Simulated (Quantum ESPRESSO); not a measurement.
## Ta (Im-3m): coupling and resistivity with EPW

Wanted: λ, Tc and ρ(T) of Ta (Im-3m) from Quantum ESPRESSO and EPW.

Program: Quantum ESPRESSO 7.5. Level of theory: DFT PBEsol, scalar-relativistic, plane waves, PseudoDojo 0.4.1 norm-conserving pseudopotentials. Results are calculated unless marked as measured.

The experiments to compare with:

“CRC Handbook of Chemistry and Physics, 84th edition, Electrical Resistivity of Pure Metals” (2003, CRC Press, section 12, read from Wikipedia's data page) quotes from earlier work for Ta (bulk crystal): resistivity at 300 K 13.5 μΩ cm; resistivity at 500 K 22.9 μΩ cm.

For Ta (bulk crystal), “Specific Heats and Enthalpies of Technical Solids at Low Temperatures” (1960, NBS Monograph 21, table 3) quotes earlier work: Sommerfeld coefficient γ (electronic heat capacity coefficient, an early compilation) 5.7 mJ/(mol K²).

For Ta (foil much thicker than the skin depth), “Surface-resistance measurements using superconducting stripline resonators” (2013, arxiv:1309.5331) gives, by microwave stripline resonator: superconducting transition temperature (superconducting transition seen in surface resistance) 4.5 K.

**1. Set-up**

It takes space group Im-3m (No. 229, cubic). The conventional cell has a = 3.303 Å, b = 3.303 Å, c = 3.303 Å, α = 90.00°, β = 90.00°, γ = 90.00°. Ta has 8 Ta at 2.86 Å nearest.

**2. Relaxation**

The cell is relaxed under the functional used for all that follows.

Input file relax.in:

```
 &control
    calculation='vc-relax',
    prefix='x',
    outdir='./tmp',
    pseudo_dir='./pseudo',
    tprnfor=.true.,
    tstress=.true.,
    etot_conv_thr=1.0d-05,
    forc_conv_thr=4.0d-04,
 /
 &system
    ibrav=0,
    nat=1,
    ntyp=1,
    ecutwfc=58.0,
    occupations='smearing',
    smearing='mv',
    degauss=0.02,
 /
 &electrons
    conv_thr=1.0d-11,
 /
 &ions
 /
 &cell
    press_conv_thr=0.4,
 /
ATOMIC_SPECIES
 Ta    180.9479  Ta.upf
CELL_PARAMETERS angstrom
    -1.651280000    1.651280000    1.651280000
     1.651280000   -1.651280000    1.651280000
     1.651280000    1.651280000   -1.651280000
ATOMIC_POSITIONS crystal
 Ta     0.000000000   0.000000000   0.000000000
K_POINTS automatic
 12 12 12 0 0 0
```

The run is started by

```bash
OMP_NUM_THREADS=1 mpirun -n 8 pw.x -nk 8 -in relax.in > relax.out
```

Output:

```text
Program PWSCF v.7.5

     This program is part of the open-source Quantum ESPRESSO suite
     for quantum simulation of materials; please cite
         "P. Giannozzi et al., J. Phys.:Condens. Matter 21 395502 (2009);
         "P. Giannozzi et al., J. Phys.:Condens. Matter 29 465901 (2017);
         "P. Giannozzi et al., J. Chem. Phys. 152 154105 (2020);
     in publications or presentations arising from this work. More details at

     Message from routine setup:
     using ibrav=0 with symmetry is DISCOURAGED, use correct ibrav instead

     G-vector sticks info
     --------------------
     sticks:   dense  smooth     PW     G-vecs:    dense   smooth      PW
     Sum         507     507    197                 7155     7155    1721

     Using Slab Decomposition

     bravais-lattice index     =            0
     lattice parameter (alat)  =       5.4048  a.u.
     unit-cell volume          =     121.5399 (a.u.)^3
     number of atoms/cell      =            1
     number of atomic types    =            1
     number of electrons       =        13.00
     number of Kohn-Sham states=           11
     kinetic-energy cutoff     =      58.0000  Ry
     charge density cutoff     =     232.0000  Ry
     scf convergence threshold =      1.0E-11
     mixing beta               =       0.7000
     number of iterations used =            8  plain     mixing
     energy convergence thresh.=      1.0E-05
     force convergence thresh. =      4.0E-04
     press convergence thresh. =      4.0E-01
     Exchange-correlation= PBESOL
                           (   1   4  10   8   0   0   0)
     nstep                     =           50

     celldm(1)=   5.404807  celldm(2)=   0.000000  celldm(3)=   0.000000
     celldm(4)=   0.000000  celldm(5)=   0.000000  celldm(6)=   0.000000

     crystal axes: (cart. coord. in units of alat)
               a(1) = (  -0.577350   0.577350   0.577350 )
               a(2) = (   0.577350  -0.577350   0.577350 )
               a(3) = (   0.577350   0.577350  -0.577350 )
[...]
number of Kohn-Sham states=           11
     number of k points=    72  Marzari-Vanderbilt smearing, width (Ry)=  0.0200
     estimated scf accuracy    <       0.02362195 Ry
     estimated scf accuracy    <       0.00072864 Ry
     estimated scf accuracy    <       0.00003596 Ry
     estimated scf accuracy    <       0.00000048 Ry
     estimated scf accuracy    <       0.00000002 Ry
     estimated scf accuracy    <          1.4E-10 Ry
     estimated scf accuracy    <       0.00000046 Ry
     estimated scf accuracy    <       0.00000002 Ry
     estimated scf accuracy    <          1.3E-10 Ry
     estimated scf accuracy    <          3.7E-12 Ry
     estimated scf accuracy    <          1.9E-13 Ry
     the Fermi energy is    18.7605 ev
!    total energy              =    -130.16276339 Ry
     estimated scf accuracy    <          1.9E-15 Ry
     convergence has been achieved in   9 iterations
          total   stress  (Ry/bohr**3)                   (kbar)     P=       -0.01
   JOB DONE.
```

Wall time 9.9 s (8 MPI ranks of Arm Neoverse N1, shared host).

This step gave:

```yaml
free_energy: -1770.9546 eV
pressure: -0.001 GPa
volume_per_atom: 17.61 Å³/atom
```

The volume ends at 17.61 Å³ an atom, -2.2 % from the start.

**3. Ground state**

Linear response needs a tightly converged ground state.

Input file scf.in:

```
 &control
    calculation='scf',
    prefix='x',
    outdir='./tmp',
    pseudo_dir='./pseudo',
    tprnfor=.true.,
    tstress=.true.,
 /
 &system
    ibrav=0,
    nat=1,
    ntyp=1,
    ecutwfc=58.0,
    occupations='smearing',
    smearing='mv',
    degauss=0.02,
 /
 &electrons
    conv_thr=1.0d-12,
 /
ATOMIC_SPECIES
 Ta    180.9479  Ta.upf
CELL_PARAMETERS angstrom
    -1.638896200    1.638896200    1.638896200
     1.638896200   -1.638896200    1.638896200
     1.638896200    1.638896200   -1.638896200
ATOMIC_POSITIONS crystal
 Ta     0.000000000   0.000000000   0.000000000
K_POINTS automatic
 12 12 12 0 0 0
```

The run is started by

```bash
OMP_NUM_THREADS=1 mpirun -n 8 pw.x -nk 8 -in scf.in > scf.out
```

Output:

```text
[banner, memory and clock lines left out]
[...]
number of Kohn-Sham states=           11
     number of k points=    72  Marzari-Vanderbilt smearing, width (Ry)=  0.0200
     estimated scf accuracy    <       0.02210047 Ry
     estimated scf accuracy    <       0.00065231 Ry
     estimated scf accuracy    <       0.00003390 Ry
     estimated scf accuracy    <       0.00000044 Ry
     estimated scf accuracy    <       0.00000001 Ry
     estimated scf accuracy    <          1.5E-10 Ry
     estimated scf accuracy    <          1.7E-12 Ry
     the Fermi energy is    18.7605 ev
!    total energy              =    -130.16276339 Ry
     estimated scf accuracy    <          2.4E-13 Ry
     convergence has been achieved in   8 iterations
          total   stress  (Ry/bohr**3)                   (kbar)     P=       -0.01
```

Elapsed: 2.8 s, on 8 MPI ranks.

This step gave:

```yaml
fermi_energy: 18.76 eV
```

The Fermi level lies at 18.76 eV and the pressure is -0.001 GPa.

(Part 1 of 5 ends here.)

[The logs of pw.x and epw.x are selected lines.]

[Logs are printed without paths, hosts, clocks, repeated set-up lines and the standing remarks that a program may print on its own settings, such as how far it seeks lower states.]

[Hosts, paths, dates, database ids (printed as entryN), source tags and the programs' standing remarks are cut or masked in the printed files.]
